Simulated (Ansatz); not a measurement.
# F replacing H on C(111): surface dipole against coverage (PBE)

Each F that replaces an H shifts the vacuum level above C(111). What is the shift at the coverage left out?

All values are computed: Ansatz 0.2.0, PBE, plane waves, scalar-relativistic unless marked; slabs or sheets with vacuum, the vacuum level from the planar mean of the electrostatic potential. 2×2 cells, hydrogen on the lower face and on the other top atoms.

| groups in the cell | upper less lower face (eV) | shift a group (eV) |
| --- | --- | --- |
| 1 | +1.34 | +1.34 |
| 2 | ? | ? |
| 3 | +3.69 | +1.23 |
| 4 | +4.64 | +1.16 |

**Fit.** A least-squares line through the shown values, as rounded, is shift a group = 1.40 − 0.0593 × groups; it misses them by 0.01 eV at most. The fit misses the rows by 0.00 eV on average, and their plain mean by 0.06 eV, so the fit does better. A shift a group that shrinks with coverage is depolarisation: each dipole feels the opposing field of its neighbours.

**The withheld row.** The prediction is 1.40 − 0.0593 × (2) = 1.28 eV. The run gave upper less lower face +2.59 eV, shift a group +1.29 eV. The miss in shift a group is +0.01 eV, within the scatter of the fitted rows. The mean of the shown rows would have missed by +0.05 eV.

One arrangement a coverage.
